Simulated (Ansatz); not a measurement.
G0W0 rungs for GaN (F-43m).

```
Ga N
1.0
     0.00000    2.25350    2.25350
     2.25350    0.00000    2.25350
     2.25350    2.25350    0.00000
Ga N
1 1
Cartesian
  0.0000 0.0000 0.0000
  3.3803 3.3803 3.3803
```

The cell and positions are those that the Materials Project relaxed with its own functionals (PBE, PBE+U or r2SCAN), kept fixed. This is not the form that GaN usually takes at ambient conditions.

Runs so far (Ansatz 0.2.0, start PBE, PAW set soft_1 files, 6×6×6 mesh). Times are wall times on 1 × NVIDIA H100 80GB HBM3 (shared by 6 runs) with 3 threads of AMD EPYC 7R13 (Zen 3), shared host, good to a factor of about two.

| bands summed | cutoff (eV) | gap on the mesh (eV) | time |
| --- | --- | --- | --- |
| 33 | 60 | 2.646 | 13 s |
| 77 | 120 | 2.793 | 10 s |

What should the next rung give, with 155 bands and screening to 200 eV, and where is the limit?

The error falls about as one over the bands when the cutoff rises with them. A line through the two highest rungs given predicts 2.849 eV; the run gave 2.831 eV, close to it. The two highest rungs put the limit near 2.867 eV, the pair below near 2.904 eV; their difference is a rough measure of what is unsettled in bands and cutoff; the mesh is a separate error.

Gaps are over the mesh's points; an edge off the mesh would be missed. Limits: not at the basis limit; no spin-orbit coupling.

[Paths, hosts, dates, memory and timing lines, banners, echoed tables and standing remarks are left out of the program output.]

[Logs are printed without paths, hosts, clocks, repeated set-up lines and the standing remarks that a program may print on its own settings, such as how far it seeks lower states.]

[Runs of the session that timed out or met a known fault of the program may be left out.]

[Cells called generated may have been cut or substituted from an entry of the Crystallography Open Database or the Materials Project.]

[Hosts, paths, dates, database ids (printed as entryN), source tags and the programs' standing remarks are cut or masked in the printed files.]
